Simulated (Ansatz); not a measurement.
# Sc2C(OH)2 MXene monolayer in a perpendicular field, part 2 of 2

Wanted: the out-of-plane response of the Sc2C(OH)2 MXene monolayer. A positive field points along +c.

Ansatz 0.2.0; plane-wave DFT, PBE-D3(BJ), Ansatz PAW.

So far. Step 2 (Relaxing the slab): The lattice constant a goes from 3.226 to 3.277 Å.

### Step 3. Atoms held, field 0

A sawtooth potential applies the field, turning back in the middle of the vacuum. With the dipole correction the typed value is the field outside the slab. The induced dipole is small, so the SCF threshold is tight.

The cell differs from the one that the last finished run ended in (c 44.610 → 24.928 Å).

Contents of input.yaml:

```yaml
crystal:
  lattice:
    - [3.2774854484, 0.0, 0.0]
    - [-1.6387427242, 2.8383856588, 0.0]
    - [0.0, 0.0, 24.9284160535]
  atoms:
    - { symbol: H, position: [0.3333333333, 0.6666666667, 0.3610337689] }
    - { symbol: O, position: [0.3333333333, 0.6666666667, 0.3998151146] }
    - { symbol: Sc, position: [0.6666666667, 0.3333333333, 0.4494252038] }
    - { symbol: C, position: [0.0, 0.0, 0.5] }
    - { symbol: Sc, position: [0.3333333333, 0.6666666667, 0.5505747962] }
    - { symbol: O, position: [0.6666666667, 0.3333333333, 0.6001848854] }
    - { symbol: H, position: [0.6666666667, 0.3333333333, 0.6389662311] }
kpoints:
  mp_grid: { grid: [18, 18, 1] }
  band_path:
    path: [[0, 0, 0], [0.5, 0, 0], [0.33333333, 0.33333333, 0], [0, 0, 0]]
    npoints: 16
hamiltonian:
  xc: pbe
  dispersion: d3bj
scf:
  occupations: { method: fermi_dirac, width: 0.02585 }
  convergence: { dr2_threshold: 1.0e-10 }
efield:
  axis: 3
  dipole_correction: true
  ramp_position: 0.97
  ramp_width: 0.06
  amplitude: 0
output:
  dos: { projected: true, e_range: [-6, 5] }
  write_potential: true
  write_density: true
  volumetric_format: npy
  elf: true
```

Run with:

```sh
ansatz run input.yaml --threads 2 --pin off --max-ram 3072MiB --backend cpu --events-out ev --progress --plain --runs-dir out
```

Numbers of over 12 decimals in the logs are rounded to 6 here.

Output:

```text
[...]
Crystal: 7 atoms, lattice volume = 231.903 Å³
Basis set: ecut = 420 eV, 4619 PW (Γ)
Bands: 27, of which v1, the nominal top of the filled ones, is band 20 counted from 1 (19 counted from 0)
Symmetry: 6 space group operations
k-points: 37 of 324 (time reversal used)
[...]
SCF iter   1: F=—  HF=-5695.850388 eV  |F-HF|=—  |Δ(HF+E_count)|=         —  Δρ=2.37e-3  dr2=6.33e-2  ethr=1.77e-3  p=0.000 e·Å  D=8.90e-14 V/Å  ΔV_dip=-0.00 eV  dr2_dipole=5.10e-9  V_vac-E_F(+/−)=2.12/2.12 eV  ⟨swp⟩=5.5  Hψ=4623  notcnv=0  defer=5
efield: sawtooth ramp at fractional position 0.9700 (set: `efield.ramp_position`, or a place that a band, a saddle search or an elastic batch's reference lends), width 0.0600; the density the first Hamiltonian is built on has a dipole p = 0.000 e·Å; the dipole correction subtracts the counter field D = 8.90e-14 V/Å, which shifts the + side's vacuum level by -0.00 eV against the − side's; the planar-averaged density in the ramp window peaks in size at 7.7e-6 e/Å³
[...]
SCF iter   2: F=—  HF=-5695.841975 eV  |F-HF|=—  |Δ(HF+E_count)|=   8.41e-3  Δρ=2.47e-3  dr2=3.54e-2  ethr=1.58e-4  p=-0.000 e·Å  D=-4.46e-5 V/Å  ΔV_dip=0.00 eV  dr2_dipole=1.15e-7  V_vac-E_F(+/−)=1.34/1.34 eV  ⟨swp⟩=3.2  Hψ=2052  notcnv=0  defer=72
[...]
SCF iter  13: F=-5695.834928 eV  HF=-5695.834928 eV  |F-HF|=3.18e-11  |Δ(HF+E_count)|=  2.17e-10  Δρ=1.30e-7  dr2=3.62e-11  ethr=1.00e-12  p=-0.000 e·Å  D=-3.73e-7 V/Å  ΔV_dip=0.00 eV  dr2_dipole=3.04e-12  V_vac-E_F(+/−)=1.31/1.31 eV  ⟨swp⟩=11.6  Hψ=3315  notcnv=0
SCF 1 converged in 13 iterations: F = -5695.834928 eV  dr2 = 3.62e-11
[...]
NSCF: frozen V_eff on 49 k-points
efield: sawtooth ramp at fractional position 0.9700 (kept from the solve that this one continues, or follows in the run), width 0.0600; the density the first Hamiltonian is built on has a dipole p = -0.000 e·Å; the dipole correction subtracts the counter field D = -3.73e-7 V/Å, which shifts the + side's vacuum level by +0.00 eV against the − side's; the planar-averaged density in the ramp window peaks in size at 4.4e-7 e/Å³
[...]
SCF converged after 13 iterations
Free energy (F): -5695.834928 eV
[...]
Internal energy: -5695.834925 eV  (E = F + TS)
E sigma→0 (E₀):  -5695.834927 eV
Entropy (-TS):   -0.000003 eV (-0.000 meV/atom)
Fermi energy:    1.881323 eV
Dipole field:    D = 0.000002 V/Å  (p = 0.000002 e·Å, saw-weighted, corrected)
Work function:   Φ+ = 1.3088 eV   Φ− = 1.3089 eV
Levels:          The Fermi level and band energies are counted from a zero that moves with the ramp; work functions are not
[...]
--- Band table (eV; the first three rows and the last of 37) ---
  k-point 0: bands = [... 16 lower, -2.2939, -0.2142, 1.6623, 1.6623, 2.0685, 2.2135, 3.2346, 3.6930, ... 3 higher]
  k-point 1: bands = [... 16 lower, -2.2987, -0.1568, 1.5052, 1.6333, 2.1529, 2.2519, 3.2935, 3.7436, ... 3 higher]
  k-point 2: bands = [... 16 lower, -2.3128, -0.0165, 1.1600, 1.5590, 2.3317, 2.3749, 3.4666, 3.8985, ... 3 higher]
  k-point 36: bands = [... 16 lower, -3.0105, -0.2008, -0.2008, 0.6459, 4.6820, 4.9942, 4.9942, 5.8080, ... 3 higher]
```

Wall time 21 s (2 threads of AMD EPYC 7R43, shared host); peak memory 0.63 GiB.

Reading the cycles: dr2 is the Hartree energy of the density residual (eV), the measure of convergence; HF is the Harris–Foulkes estimate of the energy, which meets the free energy F at convergence.

This step gave:

```yaml
dipole_along_the_normal: 2.32e-6 e·Å
gap_along_the_path: 0.4062 eV
smallest_direct_gap_along_the_path: 0.4062 eV
ionisation_energy_upper_face: 1.528 eV
electron_affinity_upper_face: 1.122 eV
gap_the_smaller_of_path_and_mesh: 0.4062 eV
```

Running mean over a fixed 2.6 Å (it still follows the layers) of the planar mean; the ramp of the sawtooth is left out. The electron's electrostatic potential energy less the Fermi level by z:

| z (Å) | electron's electrostatic potential energy less the Fermi level (eV) |
| --- | --- |
| 3.5 | 1.31 |
| 4.0 | 1.31 |
| 4.5 | 1.31 |
| 5.0 | 1.31 |
| 5.5 | 1.31 |
| 6.0 | 1.30 |
| 6.5 | 1.29 |
| 7.0 | 1.26 |
| 7.5 | 1.10 |
| 8.0 | 0.756 |
| 8.5 | 0.129 |
| 9.0 | -1.11 |
| 9.5 | -2.59 |
| 10.0 | -4.97 |
| 10.5 | -6.58 |
| 11.0 | -7.41 |
| 11.5 | -7.69 |
| 12.0 | -7.66 |
| 12.5 | -7.80 |
| 13.0 | -7.63 |
| 13.5 | -7.69 |
| 14.0 | -7.32 |
| 14.5 | -6.43 |
| 15.0 | -4.63 |
| 15.5 | -2.32 |
| 16.0 | -0.923 |
| 16.5 | 0.277 |
| 17.0 | 0.788 |
| 17.5 | 1.14 |
| 18.0 | 1.27 |
| 18.5 | 1.29 |
| 19.0 | 1.30 |
| 19.5 | 1.31 |
| 20.0 | 1.31 |
| 20.5 | 1.31 |
| 21.0 | 1.31 |
| 21.5 | 1.31 |

The density of states has structure finer than the step of the table below, so its rows give means over 0.25 eV, whole bins alone (the curve runs from -6 to 2.08 eV). Peaks (eV: height): -5.310: 12.0, -4.290: 18.7, -2.280: 6.15, -1.640: 4.06, -1.260: 10.9, 1.990: 3.82.

Table of density of states by energy, zero at the Fermi level of the run, which the smearing sets inside the gap; means over each step:

```csv
energy (eV),density of states (states/eV a cell)
-5.75,0.305
-5.50,3.41
-5.25,6.11
-5.00,2.28
-4.75,3.62
-4.50,7.88
-4.25,8.68
-4.00,0
-3.75,0
-3.50,0
-3.25,0
-3.00,0
-2.75,0
-2.50,1.71
-2.25,3.08
-2.00,1.54
-1.75,2.35
-1.50,3.13
-1.25,4.52
-1.00,1.74
-0.75,2.51
-0.50,1.58
-0.25,0.574
0.00,0
0.25,0.295
0.50,1.10
0.75,1.76
1.00,2.06
1.25,1.86
1.50,2.15
1.75,2.67
```

Projected DOS per atom over height of the atomic layer and energy from the Fermi level. Layers: H O Sc C Sc O H from below.

Ten even steps from '0' (0.00 states/eV) to '9' (4.19 states/eV), each cell a mean:
```
0010100
0010100
0010100
0000000
0000000
0000000
0000000
0013100
0002000
0027200
0002000
0003000
0002000
0000000
0000000
0000000
0000000
0910190
0400040
0200020
0500050
0000000
```
Columns: height of the atomic layer (Å) from 9 to 15.9 (not evenly spaced); rows upwards: energy from the Fermi level (eV) from -5.96 to 2.05.

The electronic bands at the labelled points (eV, zero at the Fermi level of the run, which the smearing sets inside the gap):

```csv
point,band 17,band 18,band 19,band 20,band 21,band 22,band 23,band 24
Γ,-4.18,-2.10,-0.22,-0.22,0.19,0.33,1.35,1.81
halfway,-4.26,-1.73,-1.51,-0.53,1.13,1.28,1.44,2.50
M,-4.35,-2.55,-1.24,-0.64,0.54,3.39,3.79,3.94
halfway,-4.55,-2.42,-1.40,-1.24,1.53,3.51,3.55,3.78
K,-4.89,-2.08,-2.08,-1.24,2.80,3.11,3.11,3.93
halfway,-4.31,-1.85,-1.45,-0.94,1.45,1.62,2.16,2.21
Γ,-4.18,-2.10,-0.22,-0.22,0.19,0.33,1.35,1.81
```

Electrostatic potential energy in the ca plane at fractional y = 0.333, with atoms of Sc and O and H within 0.2 Å of it. With pseudopotentials it is smooth inside the atoms' cores, unlike the true potential.

Values in eV, 5 rows by 16 columns, each cell a mean:
```
  3   4   2 -19 -15   3   1 -10  -3   2   3   3   3   3   3   3
  3   4   0 -34 -29   2   2 -35 -34  -1   3   3   3   3   3   3
  3   4   2 -20 -15   3   1 -11  -4   2   3   3   3   3   3   3
  3   3   4   0   1   1  -6   1   4   3   3   3   3   3   3   3
  3   3   4   1   2   1  -6   1   4   3   3   3   3   3   3   3
```
Columns run along c (16.0 Å, from fractional 0.30 to 0.94 of the cell; values clipped at the 3rd and 97th percentile), rows up along a (3.3 Å). Atoms in or near the plane, at fractional coordinates: Sc at (0.45, 0.67), O at (0.60, 0.67), H at (0.64, 0.67).

ELF in the ca plane at fractional y = 0.333, with atoms of Sc and O and H within 0.2 Å of it. It is the smooth field of the valence electrons, not physical close to the nuclei.

Values, 5 rows by 16 columns, each cell a mean:
```
0.00 0.00 0.00 0.00 0.00 0.01 0.05 0.13 0.47 0.33 0.29 0.20 0.75 0.60 0.20 0.00
0.00 0.00 0.00 0.00 0.00 0.00 0.01 0.09 0.49 0.43 0.13 0.35 0.61 0.93 0.44 0.01
0.00 0.00 0.00 0.00 0.00 0.01 0.05 0.14 0.49 0.34 0.27 0.21 0.75 0.62 0.22 0.01
0.00 0.00 0.00 0.00 0.00 0.03 0.21 0.52 0.16 0.50 0.45 0.13 0.21 0.10 0.02 0.00
0.00 0.00 0.00 0.00 0.00 0.03 0.21 0.54 0.16 0.52 0.46 0.12 0.18 0.09 0.01 0.00
```
Columns run along c (16.0 Å, from fractional 0.10 to 0.75 of the cell), rows up along a (3.3 Å). Atoms in or near the plane, at fractional coordinates: Sc at (0.45, 0.67), O at (0.60, 0.67), H at (0.64, 0.67).

Valence density in the ca plane at fractional y = 0.333, with atoms of Sc and O and H within 0.2 Å of it. It is the smooth field of the valence electrons, not physical close to the nuclei.

Ten steps, logarithmic in the rise over the least value, from '0' (0.0 e/Å³) to '9' (7.1 e/Å³), each cell a mean:
```
00000112346543322223554210000000000000000000
00000011479863221135886531000000000000000000
00000002589984211137998752000000000000000000
00000012589974221136897642000000000000000000
00000112367753222224665421000000000000000000
00000122234433333323332110000000000000000000
00001233322234444432211000000000000000000000
00001233322234444432111000000000000000000000
00001123322333433332221100000000000000000000
```
Columns run along c (16.0 Å, from fractional 0.30 to 0.94 of the cell), rows up along a (3.3 Å). Atoms in or near the plane, at fractional coordinates: Sc at (0.45, 0.67), O at (0.60, 0.67), H at (0.64, 0.67).

The gap is 0.41 eV, with the valence edge 1.53 eV and the conduction edge 1.12 eV under the upper vacuum level.

### Step 4. Single point, field 0.1 V/Å

Edit input.yaml of step 3 so:

```diff
@@ -29,5 +29,4 @@
   ramp_width: 0.06
-  amplitude: 0
+  amplitude: 0.1
 output:
-  dos: { projected: true, e_range: [-6, 5] }
   write_potential: true
@@ -35,2 +34 @@
   volumetric_format: npy
-  elf: true
```

Output:

```text
[...]
Crystal: 7 atoms, lattice volume = 231.903 Å³
Basis set: ecut = 420 eV, 4619 PW (Γ)
Bands: 27, of which v1, the nominal top of the filled ones, is band 20 counted from 1 (19 counted from 0)
Symmetry: 6 space group operations
k-points: 37 of 324 (time reversal used)
[...]
k-point 0: bands = [... 16 lower, -2.2964, -0.2240, 1.6523, 1.6523, 1.9173, 2.3265, 2.9166, 3.9034, ... 3 higher]
  k-point 1: bands = [... 16 lower, -2.3009, -0.1666, 1.4937, 1.6232, 1.9890, 2.3794, 2.9733, 3.9546, ... 3 higher]
  k-point 2: bands = [... 16 lower, -2.3142, -0.0262, 1.1494, 1.5489, 2.1462, 2.5242, 3.1409, 3.9451, ... 3 higher]
  k-point 36: bands = [... 16 lower, -2.9918, -0.2112, -0.2109, 0.6359, 4.6724, 4.9805, 4.9883, 5.7913, ... 3 higher]
[key lines of the parts left out:]
SCF converged after 18 iterations
Free energy (F): -5695.836828 eV
Fermi energy:    1.799338 eV
Dipole field:    D = 0.029866 V/Å  (p = 0.038275 e·Å, saw-weighted, corrected)
```

The job ended after 27 s (2 threads; peak memory 0.62 GiB; 53 s of CPU time).

The dipole is 0.0383 e·Å, and the gap 0.265 eV.

### Step 5. Atoms held, field -0.1 V/Å

Edit input.yaml of step 4 so:

```diff
@@ -29,3 +29,3 @@
   ramp_width: 0.06
-  amplitude: 0.1
+  amplitude: -0.1
 output:
```

Output:

```text
[...]
Crystal: 7 atoms, lattice volume = 231.903 Å³
Basis set: ecut = 420 eV, 4619 PW (Γ)
Bands: 27, of which v1, the nominal top of the filled ones, is band 20 counted from 1 (19 counted from 0)
Symmetry: 6 space group operations
k-points: 37 of 324 (time reversal used)
[...]
k-point 0: bands = [... 16 lower, -2.2964, -0.2240, 1.6523, 1.6523, 1.9173, 2.3265, 2.9165, 3.9034, ... 3 higher]
  k-point 1: bands = [... 16 lower, -2.3009, -0.1666, 1.4937, 1.6232, 1.9890, 2.3794, 2.9733, 3.9546, ... 3 higher]
  k-point 2: bands = [... 16 lower, -2.3142, -0.0262, 1.1494, 1.5489, 2.1462, 2.5242, 3.1409, 3.9451, ... 3 higher]
  k-point 36: bands = [... 16 lower, -2.9918, -0.2112, -0.2109, 0.6359, 4.6724, 4.9805, 4.9883, 5.7913, ... 3 higher]
[key lines of the parts left out:]
SCF converged after 18 iterations
Free energy (F): -5695.836828 eV
Fermi energy:    1.799339 eV
Dipole field:    D = -0.029866 V/Å  (p = -0.038275 e·Å, saw-weighted, corrected)
```

It took 28 s on 2 threads; peak memory 0.62 GiB.

The dipole is -0.0383 e·Å, and the gap 0.265 eV.

### Step 6. Response, atoms held

This step: plane-wave DFT, PBE-D3(BJ), Ansatz PAW; response to a field along the normal, atoms held (Ansatz 0.2.0).

The dipoles give the slope, and the difference of two potentials shows where the field is screened.

This step gave:

- equivalent conductor thickness p/(ε₀AE): 7.445 Å
- distance between the outer atoms: 6.928 Å

Table of dipole of the cell by applied field:

```
applied field (V/Å)  dipole of the cell (e·Å)
            -0.1000                   -0.0383
             0.0000                    2.3e-6
             0.1000                    0.0383
```

Local field over the applied field, running mean. From the potentials at -0.1 and 0.1 V/Å; running mean over 2.5 Å. Table of local field over applied field by z:

z (Å), local field over applied field and a bar:
```
        5      0.985 ##############################
        6      0.958 #############################
        7      0.882 ###########################
        8      0.677 ####################
        9      0.391 ###########
       10      0.199 #####
       11      0.109 ##
       12      0.048 
       13      0.053 
       14      0.114 ##
       15      0.208 #####
       16      0.411 ############
       17      0.697 #####################
       18      0.891 ###########################
       19      0.961 #############################
       20      0.986 ##############################
```

The induced electron density oscillates, so the rows of the table below give means over windows of 0.5 Å about each position, cut where the curve ends. Its maxima inside the range that stand out by 2 % of the span (Å: e/Å³ per V/Å): 8.86: 0.00294, 9.97: 0.00123, 11.22: 0.00164, 12.60: 8.2e-5, 14.54: 0.00130, 15.23: -1.1e-4. Its minima: 9.69: 1.1e-4, 10.39: -0.00130, 12.33: -8.2e-5, 13.71: -0.00164, 14.96: -0.00123, 16.07: -0.00294.

Electrons, planar mean, per unit field. Induced electron density against z; means over each step:

z (Å), induced electron density (e/Å³ per V/Å) and a bar from the least value:
```
      4.5    0.00004 ################
      5.0    0.00007 ################
      5.5    0.00011 ################
      6.0    0.00019 #################
      6.5    0.00031 #################
      7.0    0.00051 ##################
      7.5    0.00086 ####################
      8.0    0.00150 ########################
      8.5    0.00248 ##############################
      9.0    0.00246 ##############################
      9.5    0.00059 ###################
     10.0    0.00050 ##################
     10.5   -0.00090 ##########
     11.0    0.00094 #####################
     11.5    0.00112 ######################
     12.0    0.00027 #################
     12.5    0.00001 ###############
     13.0   -0.00039 #############
     13.5   -0.00124 ########
     14.0   -0.00069 ###########
     14.5    0.00091 #####################
     15.0   -0.00060 ############
     15.5   -0.00078 ###########
     16.0   -0.00263 
     16.5   -0.00235 ##
     17.0   -0.00138 #######
     17.5   -0.00080 ###########
     18.0   -0.00047 #############
     18.5   -0.00029 ##############
     19.0   -0.00018 ##############
     19.5   -0.00011 ###############
     20.0   -0.00006 ###############
     20.5   -0.00004 ###############
```

The smaller of the gaps on the path and on the k-mesh, counted as 0 under 0.03 eV. Gap against applied field:

```csv
applied field (V/Å),gap (eV)
-0.1000,0.265
0.0000,0.406
0.1000,0.265
```

By hand: between -0.1 and 0.1 V/Å the dipole changes by 0.07655 e·Å, a slope of 0.3828 e·Å²/V. A perfect conductor of thickness t has p = ε₀AEt, so t = 180.95 × 0.3828 / 9.303 = 7.45 Å (e/ε₀ = 180.95 V·Å, A in Å²).

The induced dipole is that of a conductor 7.45 Å thick.

### Step 7. Results

- gap without field: 0.406 eV
- ionisation energy, upper face: 1.53 eV
- electron affinity, upper face: 1.12 eV
- equivalent conductor thickness, atoms held: 7.45 Å

**Reading.** The induced dipole equals that of a perfect conductor 7.45 Å thick, while the outer atoms lie 6.93 Å apart; an out-of-plane ε follows only once a thickness t is chosen, by 1 − 1/ε = 7.45 Å / t. The gap goes from 0.41 eV to 0.26 eV at -0.1 V/Å. With the field reversed the gap is 0.26 eV at 0.1 V/Å. Semilocal functionals give gaps that are too small, and excitons are not included. The MXene's terminations sit over the metal atoms of its far layer; the site over carbon or nitrogen, which some compounds prefer, was not run.

[Logs are printed without paths, hosts, clocks, repeated set-up lines and the standing remarks that a program may print on its own settings, such as how far it seeks lower states.]

[Hosts, paths, dates, database ids (printed as entryN), source tags and the programs' standing remarks are cut or masked in the printed files.]

[Maps of the electrostatic potential energy from Ansatz leave out the sawtooth potential of an applied field or a dipole correction, so their vacuum need not be flat; planar profiles and work functions include it.]

[The density of states shown here was stored with 400 of the rows of the run's finer table, so its peaks can read low, often by over a quarter, or be missed, and its means over a window can be off by a tenth or more.]
